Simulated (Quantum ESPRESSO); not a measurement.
# Collinear magnetic orders of CaMn2As2 with Quantum ESPRESSO

A self-consistent run ends on one state, which hangs on the start. Several orders of CaMn2As2 are started in Quantum ESPRESSO and their energies compared.

Calculated with Quantum ESPRESSO 7.5; PBEsol; plane waves with GBRV 1.5 PBEsol potentials, no spin-orbit coupling.

**1. The structure**

The structure is trigonal, space group P-3m1 (No. 164). The conventional cell has a = 4.000 Å, b = 4.000 Å, c = 6.996 Å, α = 90.00°, β = 90.00°, γ = 120.00°. Ca has 6 As at 2.99 Å nearest. Nearest to Mn lie 4 As at 2.41 to 2.44 Å. As has 4 Mn at 2.41 to 2.44 Å and 3 Ca at 2.99 Å nearest. Farther neighbours are not listed.

As a file:

```cif
data_structure
_symmetry_space_group_name_H-M 'P-3m1'
_symmetry_Int_Tables_number 164
_cell_length_a 4.0003
_cell_length_b 4.0003
_cell_length_c 6.9955
_cell_angle_alpha 90.000
_cell_angle_beta 90.000
_cell_angle_gamma 120.000
_cell_volume 96.95
loop_
_atom_site_label
_atom_site_type_symbol
_atom_site_symmetry_multiplicity
_atom_site_Wyckoff_symbol
_atom_site_fract_x
_atom_site_fract_y
_atom_site_fract_z
_atom_site_occupancy
Ca1 Ca 1 a 0.00000 0.00000 0.00000 1
Mn1 Mn 2 d 0.33333 0.66667 0.61587 1
As1 As 2 d 0.66667 0.33333 0.72910 1
```

The cell comes from Materials Project 2023-11-01, a database of computed structures, and need not be the stable phase.

**2. Start 1: ferro ++**

The signs are those of the starting moments on the seeded atoms, the atoms that are given a moment.

The input, pw.in:

```
&CONTROL
  calculation = 'scf'
  prefix = 'pwscf'
  outdir = './tmp'
  pseudo_dir = './pseudo'
  disk_io = 'nowf'
/
&SYSTEM
  ibrav = 0
  nat = 5
  ntyp = 3
  ecutwfc = 40
  ecutrho = 280
  nbnd = 38
  occupations = 'smearing'
  smearing = 'fd'
  degauss = 0.00734986
  nspin = 2
  starting_magnetization(1) = 0
  starting_magnetization(2) = 0.2333
  starting_magnetization(3) = 0
/
&ELECTRONS
  conv_thr = 1d-08
  electron_maxstep = 150
  mixing_beta = 0.3
/
ATOMIC_SPECIES
Ca     40.0780 ca_pbesol_v1.uspp.F.UPF
Mn     54.9380 mn_pbesol_v1.5.uspp.F.UPF
As     74.9216 as_pbesol_v1.uspp.F.UPF
CELL_PARAMETERS angstrom
   4.0003377127    0.0000000000    0.0000000000
  -2.0001688564    3.4643940829    0.0000000000
   0.0000000000    0.0000000000    6.9955350000
ATOMIC_POSITIONS crystal
Ca      0.0000000000    0.0000000000    0.0000000000
Mn      0.3333333300    0.6666666700    0.6158690000
Mn      0.6666666700    0.3333333300    0.3841310000
As      0.6666666700    0.3333333300    0.7290990000
As      0.3333333300    0.6666666700    0.2709010000
K_POINTS automatic
8 8 4 0 0 0
```

Run with:

```
> OMP_NUM_THREADS=1 mpirun -n 4 pw.x -nk 4 -in pw.in > pw.out
```

The log of the run:

```text
Program PWSCF v.7.5 starts

     Message from routine setup:
     using ibrav=0 with symmetry is DISCOURAGED, use correct ibrav instead

     K-points division:     npool     =       4
     Subspace diagonalization in iterative solution of the eigenvalue problem:

     G-vector sticks info
     --------------------
     sticks:   dense  smooth     PW     G-vecs:    dense   smooth      PW
     Sum        1099     637    187                51725    22385    3635

     Using Slab Decomposition

     bravais-lattice index     =            0
     lattice parameter (alat)  =       7.5595  a.u.
     unit-cell volume          =     654.2466 (a.u.)^3
     number of atoms/cell      =            5
     number of atomic types    =            3
     number of electrons       =        50.00
     number of Kohn-Sham states=           38
     kinetic-energy cutoff     =      40.0000  Ry
     charge density cutoff     =     280.0000  Ry
     scf convergence threshold =      1.0E-08
     mixing beta               =       0.3000
     number of iterations used =            8  plain     mixing
     Exchange-correlation= SLA  PW   PSX  PSC
                           (   1   4  10   8   0   0   0)

     celldm(1)=   7.559543  celldm(2)=   0.000000  celldm(3)=   0.000000
     celldm(4)=   0.000000  celldm(5)=   0.000000  celldm(6)=   0.000000

     crystal axes: (cart. coord. in units of alat)
               a(1) = (   1.000000   0.000000   0.000000 )
               a(2) = (  -0.500000   0.866025   0.000000 )
               a(3) = (   0.000000   0.000000   1.748736 )

     reciprocal axes: (cart. coord. in units 2 pi/alat)
               b(1) = (  1.000000  0.577350 -0.000000 )
               b(2) = (  0.000000  1.154701  0.000000 )
               b(3) = (  0.000000 -0.000000  0.571842 )

     PseudoPot. # 1 for Ca read from file:
     ca_pbesol_v1.uspp.F.UPF
     Pseudo is Ultrasoft + core correction, Zval = 10.0
     Generated by new atomic code, or converted to UPF format
     Using radial grid of  845 points,  6 beta functions with:
                l(1) =   0
                l(2) =   0
                l(3) =   1
                l(4) =   1
                l(5) =   2
                l(6) =   2
     Q(r) pseudized with  8 coefficients,  rinner =    1.500   1.500   1.500
                                                       1.500   1.500

     PseudoPot. # 2 for Mn read from file:
     mn_pbesol_v1.5.uspp.F.UPF
     Pseudo is Ultrasoft + core correction, Zval = 15.0
     Generated by new atomic code, or converted to UPF format
     Using radial grid of  859 points,  6 beta functions with:
                l(1) =   0
                l(2) =   0
                l(3) =   1
                l(4) =   1
                l(5) =   2
                l(6) =   2
     Q(r) pseudized with  8 coefficients,  rinner =    0.950   0.950   0.950
                                                       0.950   0.950

     PseudoPot. # 3 for As read from file:
     as_pbesol_v1.uspp.F.UPF
     Pseudo is Ultrasoft + core correction, Zval =  5.0
     Generated by new atomic code, or converted to UPF format
     Using radial grid of  875 points,  6 beta functions with:
                l(1) =   0
                l(2) =   0
                l(3) =   1
                l(4) =   1
                l(5) =   2
                l(6) =   2
     Q(r) pseudized with  8 coefficients,  rinner =    1.300   1.300   1.300
                                                       1.300   1.300

     atomic species   valence    mass     pseudopotential
     Ca               10.00    40.07800     Ca( 1.00)
     Mn               15.00    54.93800     Mn( 1.00)
     As                5.00    74.92160     As( 1.00)

     Starting magnetic structure
     atomic species   magnetization
     Ca              0.000
     Mn              0.233
     As              0.000

     12 Sym. Ops., with inversion, found

   Cartesian axes

     site n.     atom                  positions (alat units)
         1        Ca     tau(   1) = (   0.0000000   0.0000000   0.0000000  )
         2        Mn     tau(   2) = (  -0.0000000   0.5773503   1.0769924  )
         3        Mn     tau(   3) = (   0.5000000   0.2886751   0.6717437  )
         4        As     tau(   4) = (   0.5000000   0.2886751   1.2750017  )
         5        As     tau(   5) = (  -0.0000000   0.5773503   0.4737344  )

     number of k points=    35  Fermi-Dirac smearing, width (Ry)=  0.0073
                       cart. coord. in units 2pi/alat
        k(    1) = (   0.0000000   0.0000000   0.0000000), wk =   0.0039062
        k(    2) = (   0.0000000   0.0000000   0.1429604), wk =   0.0078125
        k(    3) = (   0.0000000   0.0000000  -0.2859208), wk =   0.0039062
        k(    4) = (   0.0000000   0.1443376   0.0000000), wk =   0.0234375
        k(    5) = (   0.0000000   0.1443376   0.1429604), wk =   0.0234375
        [... 30 further k-points ...]

     Dense  grid:    51725 G-vectors     FFT dimensions: (  45,  45,  72)

     Smooth grid:    22385 G-vectors     FFT dimensions: (  32,  32,  54)

     Check: negative core charge=   -0.000022
     Generating pointlists ...
     new r_m :   0.3081 (alat units)  2.3289 (a.u.) for type    1
     new r_m :   0.2488 (alat units)  1.8811 (a.u.) for type    2
     new r_m :   0.2488 (alat units)  1.8811 (a.u.) for type    3

     Initial potential from superposition of free atoms

     starting charge      48.9942, renormalised to      50.0000
     Starting wfcs are   44 randomized atomic wfcs

     Self-consistent Calculation

     iteration #  1     ecut=    40.00 Ry     beta= 0.30
     Davidson diagonalization with overlap
     ethr =  1.00E-02,  avg # of iterations =  3.0

     total energy              =    -576.83218343 Ry
     estimated scf accuracy    <       1.27931792 Ry

     total magnetization       =     5.47 Bohr mag/cell
     absolute magnetization    =     5.79 Bohr mag/cell

     iteration #  2     ecut=    40.00 Ry     beta= 0.30
     Davidson diagonalization with overlap
     ethr =  2.56E-03,  avg # of iterations =  2.3

     total energy              =    -576.93939039 Ry
     estimated scf accuracy    <       1.12354830 Ry

     total magnetization       =     5.00 Bohr mag/cell
     absolute magnetization    =     5.73 Bohr mag/cell

     iteration #  3     ecut=    40.00 Ry     beta= 0.30
     Davidson diagonalization with overlap
     ethr =  2.25E-03,  avg # of iterations =  1.2

     total energy              =    -577.10081376 Ry
     estimated scf accuracy    <       0.21621014 Ry

     total magnetization       =     5.77 Bohr mag/cell
     absolute magnetization    =     6.22 Bohr mag/cell

     [... further iterations left out ...]

     iteration # 11     ecut=    40.00 Ry     beta= 0.30
     Davidson diagonalization with overlap
     ethr =  2.94E-09,  avg # of iterations =  4.9

     total energy              =    -577.12928051 Ry
     estimated scf accuracy    <       0.00000132 Ry

     total magnetization       =     5.25 Bohr mag/cell
     absolute magnetization    =     5.84 Bohr mag/cell

     iteration # 12     ecut=    40.00 Ry     beta= 0.30
     Davidson diagonalization with overlap
     ethr =  2.65E-09,  avg # of iterations =  1.6

     total energy              =    -577.12928077 Ry
     estimated scf accuracy    <       0.00000007 Ry

     total magnetization       =     5.25 Bohr mag/cell
     absolute magnetization    =     5.84 Bohr mag/cell

     iteration # 13     ecut=    40.00 Ry     beta= 0.30
     Davidson diagonalization with overlap
     ethr =  1.49E-10,  avg # of iterations =  3.7

     total energy              =    -577.12928085 Ry
     estimated scf accuracy    <       0.00000007 Ry

     total magnetization       =     5.25 Bohr mag/cell
     absolute magnetization    =     5.84 Bohr mag/cell

     iteration # 14     ecut=    40.00 Ry     beta= 0.30
     Davidson diagonalization with overlap
     ethr =  1.32E-10,  avg # of iterations =  2.0

     Magnetic moment per site  (integrated on atomic sphere of radius R)
     atom   1 (R=0.308)  charge=  8.3978  magn= -0.0048
     atom   2 (R=0.249)  charge= 13.0967  magn=  2.5282
     atom   3 (R=0.249)  charge= 13.0967  magn=  2.5282
     atom   4 (R=0.249)  charge=  2.6749  magn= -0.0871
     atom   5 (R=0.249)  charge=  2.6749  magn= -0.0871

     End of self-consistent calculation

     [... lines left out ...]
     the Fermi energy is     9.7234 ev

!    total energy              =    -577.12928089 Ry
     estimated scf accuracy    <          1.4E-09 Ry
     smearing contrib. (-TS)   =      -0.00963960 Ry
     internal energy E=F+TS    =    -577.11964129 Ry

     The total energy is F=E-TS. E is the sum of the following terms:
     one-electron contribution =    -352.86593865 Ry
     hartree contribution      =     192.99319578 Ry
     xc contribution           =    -127.17240873 Ry
     ewald contribution        =    -290.07448969 Ry

     total magnetization       =     5.25 Bohr mag/cell
     absolute magnetization    =     5.84 Bohr mag/cell

     convergence has been achieved in  14 iterations

=------------------------------------------------------------------------------=
   JOB DONE.
=------------------------------------------------------------------------------=
```

It took 52 s on 4 MPI ranks of Arm Neoverse V1, shared host; peak memory 0.6 GiB; 3.5 min of CPU time.

Spin moment in the atom's sphere by atom:

```
atom  spin moment in the atom's sphere (μB)
 Ca1                                   0.00
 Mn2                                   2.53
 Mn3                                   2.53
 As4                                  -0.09
 As5                                  -0.09
```

This step gave:

| Item | Value |
| --- | --- |
| smearing term TS | 0.1312 eV |
| magnetization | 5.25 μB |
| absolute magnetization | 5.838 μB |
| final state | ferromagnetic |

Spin density in the ac plane at fractional y = 0.333, with atoms of Mn and As within 0.2 Å of it.

Ten even steps from '0' (-0.1 e/Å³) to '9' (4.0 e/Å³), each cell a mean:
```
00000000000000
00000000000000
00000000000000
00000000000000
00000000000000
00000000000000
00000000000000
00000000000000
00000000000000
00000000000000
00000000000000
00000000000000
00000000131000
00000001474100
00000002898200
00000001474100
00000000121000
00000000000000
00000000000000
00000000000000
00000000000000
00000000000000
00000000000000
00000000000000
```
Columns run along a (4.0 Å), rows up along c (7.0 Å). Atoms in or near the plane, at fractional coordinates: Mn at (0.67, 0.38), As at (0.67, 0.73).

Valence density in the ac plane at fractional y = 0.333, with atoms of Mn and As within 0.2 Å of it. It is the smooth field of the valence electrons, not physical close to the nuclei.

Ten steps, logarithmic in the rise over the least value, from '_' (0 e/Å³) to '@' (17 e/Å³), each cell a mean:
```
____________________________
________________......______
____________....::::::....__
__________..::::::--::::::..
..______....::--::..::--::..
..______..::::::::==::::::::
..........::::::--++--::::::
..........::::::..::..::::::
............::::------::::..
............::::::::::::::..
..______......::::::::::....
__________....::------::....
..______....::==**##**==::..
....__......--**@@@@@@**--..
............--##@@@@@@##--..
............--**@@@@@@**--..
............::--++**++--::..
..............::::--::::....
............................
..........__________________
____..______________________
____________________________
____________________________
____..______________________
```
Columns run along a (4.0 Å), rows up along c (7.0 Å). Atoms in or near the plane, at fractional coordinates: Mn at (0.67, 0.38), As at (0.67, 0.73).

(Part 1 of 2 ends here.)

[Logs and program files are shortened in this print: banners, set-up blocks, solver, clock and traceback lines can be left out without a mark of their own.]

[Logs are printed without paths, hosts, clocks, repeated set-up lines and the standing remarks that a program may print on its own settings, such as how far it seeks lower states.]

[Hosts, paths, dates, database ids (printed as entryN), source tags and the programs' standing remarks are cut or masked in the printed files.]

[Where a cell is said to come from a database of computed structures, the database is the Materials Project.]
